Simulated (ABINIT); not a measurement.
# TlPbF3 (Pm-3m): modes at Γ and the response to a field

Which modes does TlPbF3 (Pm-3m) have at the zone centre?

Method: DFT PBE, scalar-relativistic, plane waves, PseudoDojo norm-conserving pseudopotentials, in ABINIT 10.8.3.

This is a report of a sequence of runs, with most program output left out.

The structure was built from a prototype and need not be the compound's stable phase.

In doubt: a PseudoDojo file used here is known to give poor structures and forces, so the values of those runs are not to be relied on.

## 1. The structure

The structure is cubic, space group Pm-3m (No. 221). The conventional cell has a = 4.939 Å, b = 4.939 Å, c = 4.939 Å, α = 90.00°, β = 90.00°, γ = 90.00°. Tl has 12 F at 3.49 Å nearest. Pb has 6 F at 2.47 Å nearest. Nearest to F lie 2 Pb at 2.47 Å. Farther neighbours and most contacts between anions are not listed.

Structure file:

```cif
data_structure
_symmetry_space_group_name_H-M 'P 1'
_symmetry_Int_Tables_number 1
_cell_length_a 4.9392
_cell_length_b 4.9392
_cell_length_c 4.9392
_cell_angle_alpha 90.000
_cell_angle_beta 90.000
_cell_angle_gamma 90.000
_cell_volume 120.50
loop_
_atom_site_label
_atom_site_type_symbol
_atom_site_fract_x
_atom_site_fract_y
_atom_site_fract_z
_atom_site_occupancy
Tl1 Tl 0.00000 0.00000 0.00000 1
Pb2 Pb 0.50000 0.50000 0.50000 1
F3 F 0.50000 0.50000 0.00000 1
F4 F 0.50000 0.00000 0.50000 1
F5 F 0.00000 0.50000 0.50000 1
```

## 2. A probe with smearing

A first run with smearing and empty bands tells whether the crystal has a gap, which decides between fixed occupations and smearing later on.

probe.abi

```
# ground state
tolvrs 1.0d-08
prtden 1
prtwf 1

# basis, mesh and filling
ecut 36.0
ngkpt 4 4 4
nshiftk 1
shiftk 0.0 0.0 0.0
istwfk *1
occopt 7
tsmear 0.005
nband 33
nstep 100
diemac 9.0
prtebands 0
prtgsr 0
useylm 1

# cell and atoms
acell 9.333735275 9.333735275 9.333735275
rprim 
    1.0 0.0 0.0
    0.0 1.0 0.0
    0.0 0.0 1.0
ntypat 3
znucl 81 82 9
natom 5
typat 1 2 3 3 3
xred 
    0.0 0.0 0.0
    0.5 0.5 0.5
    0.5 0.5 0.0
    0.5 0.0 0.5
    0.0 0.5 0.5
pp_dirpath "./pseudo"
pseudos "Tl.upf, Pb.upf, F.upf"
```

Run with:

```bash
OMP_NUM_THREADS=1 mpirun -n 4 abinit probe.abi > probe.log
```

Wall time 38 s (4 MPI ranks of Arm Neoverse V2, shared host); 2.6 min of CPU time.

Numbers from this step:

```
volume per atom   : 24.10 Å³
pressure          : -2.394 GPa
gap on the k-mesh : 2.128 eV
```

A gap of 2.1 eV opens on this mesh, so the crystal is taken as an insulator; the printed pressure holds the stress of the finite basis too.

## 3. Rough relaxation

The typed start is rough, so a first relaxation with smearing and loose thresholds takes it towards rest cheaply.

prerelax.abi

```
# relaxation
ionmov 2
optcell 2
dilatmx 1.15
chkdilatmx 0
ntime 40
tolmxf 3.0d-04
tolvrs 1.0d-10
prtwf 0
prtden 0
chksymtnons 0

# basis, mesh and filling
ecut 36.0
ecutsm 3.0
ngkpt 4 4 4
nshiftk 1
shiftk 0.0 0.0 0.0
istwfk *1
occopt 7
tsmear 0.005
nband 33
nstep 100
diemac 9.0
prtebands 0
prtgsr 0
useylm 1

# cell and atoms
acell 9.333735275 9.333735275 9.333735275
rprim 
    1.0 0.0 0.0
    0.0 1.0 0.0
    0.0 0.0 1.0
ntypat 3
znucl 81 82 9
natom 5
typat 1 2 3 3 3
xred 
    0.0 0.0 0.0
    0.5 0.5 0.5
    0.5 0.5 0.0
    0.5 0.0 0.5
    0.0 0.5 0.5
pp_dirpath "./pseudo"
pseudos "Tl.upf, Pb.upf, F.upf"
```

Run with:

```bash
OMP_NUM_THREADS=1 mpirun -n 4 abinit prerelax.abi > prerelax.log
```

Wall time 3.3 min (4 MPI ranks); 13 min of CPU time.

Relaxation path:

```tsv
step	energy less that of the first step (eV)	largest force (eV/Å)	volume (Å³)
1	0.0000	0.0000	120.50
2	-0.0070	0.0000	119.83
3	-0.0346	0.0000	114.10
4	-0.0349	0.0000	114.59
```

```tsv
conventional cell, symmetrised	before	after	change
a (Å)	4.939	4.857	-1.7 %
b (Å)	4.939	4.857	-1.7 %
c (Å)	4.939	4.857	-1.7 %
volume (Å³/atom)	24.10	22.92	-4.9 %
```

The relaxed structure:

```xyz
5
Lattice="4.8572 0.0000 0.0000 0.0000 4.8572 0.0000 0.0000 0.0000 4.8572" Properties=species:S:1:pos:R:3 pbc="T T T"
Tl    0.0000    0.0000    0.0000
Pb    2.4286    2.4286    2.4286
F     2.4286    2.4286    0.0000
F     2.4286    0.0000    2.4286
F     0.0000    2.4286    2.4286
```

This step gave:

```
volume per atom   : 22.92 Å³
pressure          : -0.01048 GPa
gap on the k-mesh : 1.894 eV
```

The volume changes by -4.9 % in this run and stands -4.9 % from the first cell.

## 4. Relaxation

The harmonic expansion needs vanishing forces, and a free crystal bears no stress, so cell and atoms are brought to rest. Stress is more sensitive to the basis than forces are: the last 3 Ha under the cutoff are smoothed with ecutsm, and the cutoff is raised above that of the later runs.

relax.abi

```
# relaxation
ionmov 2
optcell 2
dilatmx 1.08
ntime 40
tolmxf 1.0d-05
tolvrs 1.0d-14
prtwf 0
prtden 0
chksymtnons 0

# basis, mesh and filling
ecut 44.0
ecutsm 3.0
ngkpt 4 4 4
nshiftk 1
shiftk 0.0 0.0 0.0
istwfk *1
occopt 1
nband 24
nstep 100
diemac 9.0
prtebands 0
prtgsr 0
useylm 1

# cell and atoms
acell 9.17869491 9.17869491 9.17869491
rprim 
    1.0 0.0 0.0
    0.0 1.0 0.0
    0.0 0.0 1.0
ntypat 3
znucl 81 82 9
natom 5
typat 1 2 3 3 3
xred 
    0.0 0.0 0.0
    0.5 0.5 0.5
    0.5 0.5 0.0
    0.5 0.0 0.5
    0.0 0.5 0.5
pp_dirpath "./pseudo"
pseudos "Tl.upf, Pb.upf, F.upf"
```

Run with:

```bash
OMP_NUM_THREADS=1 mpirun -n 4 abinit relax.abi > relax.log
```

It took 2.1 min on 4 MPI ranks; 8.5 min of CPU time.

Little changed from the start: no atom moved by 0.005 Å and no cell edge by 0.1 %.

Numbers from this step:

- pressure: 1.91e-6 GPa

The volume changes by -0.0 % in this run and stands -4.9 % from the first cell.

## 5. Ground state

First-order wavefunctions inherit every error of the ground state, hence the very tight tolvrs. The mesh is shifted off Γ, since shifted meshes converge sums over the zone faster.

gs.abi

```
# ground state
tolvrs 1.0d-16
prtden 1
prtwf 1

# basis, mesh and filling
ecut 36.0
ngkpt 4 4 4
nshiftk 1
shiftk 0.5 0.5 0.5
istwfk *1
occopt 1
nband 24
nstep 100
diemac 9.0
prtebands 0
prtgsr 0
useylm 1

# cell and atoms
acell 9.178316906 9.178316906 9.178316906
rprim 
    1.0 0.0 0.0
    0.0 1.0 0.0
    0.0 0.0 1.0
ntypat 3
znucl 81 82 9
natom 5
typat 1 2 3 3 3
xred 
    0.0 0.0 0.0
    0.5 0.5 0.5
    0.5 0.5 0.0
    0.5 0.0 0.5
    0.0 0.5 0.5
pp_dirpath "./pseudo"
pseudos "Tl.upf, Pb.upf, F.upf"
```

Run with:

```bash
OMP_NUM_THREADS=1 mpirun -n 4 abinit gs.abi > gs.log
```

It took 16 s on 4 MPI ranks; 64 s of CPU time.

Read from the output:

* pressure: -0.7210 GPa

The cell stands at -0.72 GPa: the relaxation ran with a smoothed and higher cutoff and on another k mesh.

## 6. The gap at rest

Empty bands on the ground state's density check that the gap assumed so far is there in this cell.

gap.abi

```
# empty bands on the ground state's density
iscf -2
getden_filepath "gso_DEN"
tolwfr 1.0d-12
nbdbuf 2
prtwf 0

# basis, mesh and filling
ecut 36.0
ngkpt 4 4 4
nshiftk 1
shiftk 0.0 0.0 0.0
istwfk *1
occopt 1
nband 28
nstep 100
diemac 9.0
prtebands 0
prtgsr 0
useylm 1

# cell and atoms
acell 9.178316906 9.178316906 9.178316906
rprim 
    1.0 0.0 0.0
    0.0 1.0 0.0
    0.0 0.0 1.0
ntypat 3
znucl 81 82 9
natom 5
typat 1 2 3 3 3
xred 
    0.0 0.0 0.0
    0.5 0.5 0.5
    0.5 0.5 0.0
    0.5 0.0 0.5
    0.0 0.5 0.5
pp_dirpath "./pseudo"
pseudos "Tl.upf, Pb.upf, F.upf"
```

Run with:

```bash
OMP_NUM_THREADS=1 mpirun -n 4 abinit gap.abi > gap.log
```

Elapsed: 18 s, on 4 MPI ranks.

Read from the output:

* gap on the k-mesh: 1.900 eV

In this cell the gap on the mesh is 1.9 eV, indirect (smallest direct 2.8 eV), so fixed occupations hold.

## 7. Zone-centre response

The derivative of the wavefunctions by k comes first, since the response to a field is built on it; then the field and the displacements that symmetry doesn't supply are solved at q = 0.

It reads the wavefunctions written in step 5.

dfpt_gamma.abi

```
ndtset 2

# common to the responses
getwfk_filepath "gso_WFK"
kptopt 2
nqpt 1
qpt 0.0 0.0 0.0
asr 0
chneut 0

# d/dk
rfelfd1 2
rfdir1 1 1 1
iscf1 -3
tolwfr1 1.0d-20

# displacements, field
rfphon2 1
rfatpol2 1 5
rfdir2 1 1 1
rfelfd2 3
getddk2 1
tolvrs2 1.0d-10
prtwf2 0

# basis, mesh and filling
ecut 36.0
ngkpt 4 4 4
nshiftk 1
shiftk 0.5 0.5 0.5
istwfk *1
occopt 1
nband 24
nstep 100
diemac 9.0
prtebands 0
prtgsr 0
useylm 1

# cell and atoms
acell 9.178316906 9.178316906 9.178316906
rprim 
    1.0 0.0 0.0
    0.0 1.0 0.0
    0.0 0.0 1.0
ntypat 3
znucl 81 82 9
natom 5
typat 1 2 3 3 3
xred 
    0.0 0.0 0.0
    0.5 0.5 0.5
    0.5 0.5 0.0
    0.5 0.0 0.5
    0.0 0.5 0.5
pp_dirpath "./pseudo"
pseudos "Tl.upf, Pb.upf, F.upf"
```

Run with:

```bash
OMP_NUM_THREADS=1 mpirun -n 4 abinit dfpt_gamma.abi > dfpt_gamma.log
```

Wall time 6.5 min (4 MPI ranks); 26 min of CPU time.

Numbers from this step:

| Item | Value |
| --- | --- |
| miss of the charge sum rule | 0.1168 e |
| largest acoustic frequency at the zone centre before the sum rule | 3.12 cm⁻¹ |
| highest optical zone-centre mode (no LO-TO term) | 191 cm⁻¹ |
| lowest optical zone-centre mode | -82.91 cm⁻¹ |
| mean high-frequency dielectric constant | 3.246 |
| largest Born charge in size (third of the trace) | 3.247 e |

Born charge (rows field, columns displacement), before the sum rule (e), principal values of the symmetric part by kind of site:

```tsv
atom	atoms with these values	low	middle	high	mean
Tl1	1	1.57	1.57	1.57	1.57
Pb2	1	3.25	3.25	3.25	3.25
F3	3	-2.90	-0.90	-0.90	-1.57
```

In full for Pb2:

```
3.25 0.00 0.00
0.00 3.25 0.00
0.00 0.00 3.25
```

High-frequency dielectric tensor:

```
3.25 0.00 0.00
0.00 3.25 0.00
0.00 0.00 3.25
```

The acoustic modes at Γ come out as far as 3.1 cm⁻¹ from zero, where they should vanish, a small numerical error; the Born charges miss their sum rule by 0.12 e, too much: mesh or cutoff is short for the field response. The lowest optical mode is imaginary, 83i cm⁻¹, an instability at this level and on this k mesh.

## 8. Zone-centre analysis

anaddb reads the merged derivatives, imposes the acoustic sum rule and charge neutrality, and adds the LO-TO term along chosen directions.

anaddb.abi

```
ddb_filepath "gamma_DDB"
output_file "anaddb.abo"
outdata_prefix "anaddb"
asr 1
chneut 1
enunit 2
eivec 1
nph1l 1
qph1l 0.0 0.0 0.0 1.0
dieflag 2
nph2l 3
qph2l 
    1.0 0.0 0.0 0.0
    0.0 0.0 1.0 0.0
    1.0 1.0 1.0 0.0
```

mrgddb.in

```
gamma_DDB
merged
2
dfpt_gammao_DS2_DDB
gso_DDB
```

Run with:

```bash
mrgddb < mrgddb.in > mrgddb.log
OMP_NUM_THREADS=1 anaddb anaddb.abi > anaddb.log
```

It took 0.52 s on 1 thread.

This step gave:

- highest optical zone-centre mode (no LO-TO term): 190.8 cm⁻¹
- lowest optical zone-centre mode: -83.4 cm⁻¹
- highest mode moved by the LO-TO term: 336.5 cm⁻¹

No LO-TO term; unit eigenvectors of the mass-weighted matrix, from anaddb's displacements. The modes at Γ (shares of kinetic energy by element, %) (negative means imaginary):

```tsv
mode	frequency (cm⁻¹)	symmetry	Tl %	Pb %	F %
1	-83.4	T1u	21	1	78
2	-83.4	T1u	21	1	78
3	-83.4	T1u	21	1	78
4	-60.2	T2u	0	0	100
5	-60.2	T2u	0	0	100
6	-60.2	T2u	0	0	100
7	0.0	acoustic	44	44	12
8	0.0	acoustic	44	44	12
9	0.0	acoustic	44	44	12
10	55.0	T1u	35	43	22
11	55.0	T1u	35	43	22
12	55.0	T1u	35	43	22
13	190.8	T1u	0	12	88
14	190.8	T1u	0	12	88
15	190.8	T1u	0	12	88
```

Displacements in mode 1 (-83.4 cm⁻¹), the largest set to 1:
```
Tl1  0.00  0.00  0.23
Pb2  0.00  0.00 -0.05
F3   0.00  0.00  0.11
F4   0.00  0.00 -1.00
F5   0.00  0.00 -1.00
```

Displacements in mode 13 (190.8 cm⁻¹), the largest set to 1:
```
Tl1  0.00  0.00  0.00
Pb2  0.00  0.00 -0.11
F3   0.00  0.00  1.00
F4   0.00  0.00  0.09
F5   0.00  0.00  0.09
```

With imaginary modes the relaxed-ion tensors have no meaning and are not tabulated.

The rule also moves an optical mode by 0.9 cm⁻¹.

## 9. Sum rules set otherwise (asr 0)

Without the rule the raw error of the acoustic modes shows.

anaddb.abi, as its differences from that of step 8:

```diff
@@ -3,4 +3,4 @@
 outdata_prefix "anaddb"
-asr 1
-chneut 1
+asr 0
+chneut 0
 enunit 2
```

mrgddb.in is that of step 8.

Run time: 0.51 s. Hardware: 1 thread.

Numbers from this step:

| Item | Value |
| --- | --- |
| highest optical zone-centre mode (no LO-TO term) | 191 cm⁻¹ |
| lowest optical zone-centre mode | -82.91 cm⁻¹ |

Zone-centre frequencies as printed; negative means imaginary. Modes:

```tsv
mode	frequency (cm⁻¹)
1	-82.91
2	-82.91
3	-82.91
4	-59.27
5	-59.27
6	-59.27
7	3.12
8	3.12
9	3.12
10	55.15
11	55.15
12	55.15
13	191
14	191
15	191
```

With imaginary modes the relaxed-ion tensors have no meaning and are not tabulated.

## 10. Results

```yaml
space_group_after_relaxation: Pm-3m
volume_per_atom: 22.9 Å³
highest_optical_zone_centre_mode_no_lo_to_term: 190.8 cm⁻¹
lowest_optical_zone_centre_mode: -83.4 cm⁻¹
highest_mode_moved_by_the_lo_to_term_probably_not_converged_in_the_k_mesh: 336.5 cm⁻¹
mean_high_frequency_dielectric_constant_probably_not_converged_in_the_k_mesh: 3.25
largest_born_charge_in_size_third_of_the_trace_probably_not_converged_in_the_k_mesh: 3.25 e
imaginary_optical_modes_at_the_zone_centre_no_q_mesh_in_this_session: yes
```

At the PBE level the optical modes of TlPbF3 (Pm-3m) at the zone centre (no LO-TO term) run from 83i to 191 cm⁻¹, so the structure is a saddle point, with 6 modes beyond 10i cm⁻¹ there. The base run prints -0.72 GPa, mostly the error of a finite basis; the relaxation, with a smoothed and higher cutoff, had brought the cell to rest. Along the directions run, the highest mode that the macroscopic field moves lies at 336 cm⁻¹. The Born charges miss their sum rule by 0.12 e, a sign that the k mesh or the cutoff is short for the field response. ε∞, the Born charges and what follows from them are probably not converged in the k mesh. These are harmonic frequencies at zero temperature: anharmonic shifts and linewidths and thermal expansion are left out. Spin-orbit coupling is left out, which can matter for the heavy elements here. The structure is a hypothetical one, built on a prototype.

[Host names and launcher messages were left out of these logs when they were recorded.]

[Logs are printed without paths, hosts, clocks, repeated set-up lines and the standing remarks that a program may print on its own settings, such as how far it seeks lower states.]

[Hosts, paths, dates, database ids (printed as entryN), source tags and the programs' standing remarks are cut or masked in the printed files.]
